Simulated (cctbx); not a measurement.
# Symmetry from intensities

Cell: a = 8.6560 Å, b = 8.6560 Å, c = 5.2690 Å, α = 90.00°, β = 90.00°, γ = 120.00°. Expected content of the cell: In4 Ga6 V12.

Simulated single-crystal data (cctbx): Cu Kα, λ = 1.54184 Å, to d = 0.8 Å, 80 % of the full sphere, strongest reflection 40000 counts, noise from counting, a 6 % proportional error and a noise floor of 4 counts (s.d.); no absorption.

Tests on the unmerged data give:

```text
2256 reflections to d = 0.801 A
centring   violations  <I/sigma> of those
    A        845 of  1118      9.4
    B        842 of  1122      9.3
    C        879 of  1114     10.3
    I        853 of  1136      9.3
    R       1193 of  1488     10.2
    F       1283 of  1677      9.7
Laue class    unique    Rint  (classes that these axes allow; Friedel mates merged)
P -1             1367   0.034
P 1 1 2/m         781   0.038
P -3              474   0.042
P -3 1 m          270   0.044
P -3 m 1          288   0.043
P 6/m             266   0.044
P 6/m m m         175   0.045
space group    extra absences  I>4sigma  <I/sigma>
P 6 2 2                 0          0         -  acentric
P 63 2 2                5          0       0.1  acentric
P 6 m m                 0          0         -  acentric
P 63 m c              124          0       0.1  acentric
P -6 m 2                0          0         -  acentric
P -6 2 m                0          0         -  acentric
P -6 2 c              124          0       0.1  acentric
P 6/m m m               0          0         -  centric
P 63/m m c            124          0       0.1  centric
Wilson B = 0.44 A^2   <|E^2-1|> = 0.914 (0.968 centric, 0.736 acentric)   E^2>4: 2.4 %
shell (A)         n   <I/sigma>
 7.50 - 1.60     31     30.0
 1.60 - 1.27     21     33.3
 1.27 - 1.11     23     38.9
 1.11 - 1.01     21     30.2
 1.01 - 0.94     20     39.2
 0.94 - 0.88     18     33.1
 0.88 - 0.84     19     24.7
 0.84 - 0.80     22     43.6
```

Q: Read the symmetry from these tables.

Every centring test has many violations, so the lattice is primitive.

Rint stays low (0.034 to 0.045) up to P 6/m m m, the highest class in these axes.

9 settings pass the absence test. The most absences obeyed, 124, belong to P 63 m c, P -6 2 c and P 63/m m c, which absences can't tell apart.

⟨|E²−1|⟩ = 0.914 leans to a centrosymmetric structure. The Wilson B of 0.44 Å² means U ≈ 0.0056 Å².

The true group is P6_3/mmc (no. 194), Laue class 6/mmm, centrosymmetric. The tables only narrow the choice to the tied entries; cell content, site symmetry and trial solutions must settle it.

The model is made up (kin elements in a known structure type, no relaxation), so it says nothing on whether the phase exists.

[Logs are printed without paths, hosts, clocks, repeated set-up lines and the standing remarks that a program may print on its own settings, such as how far it seeks lower states.]
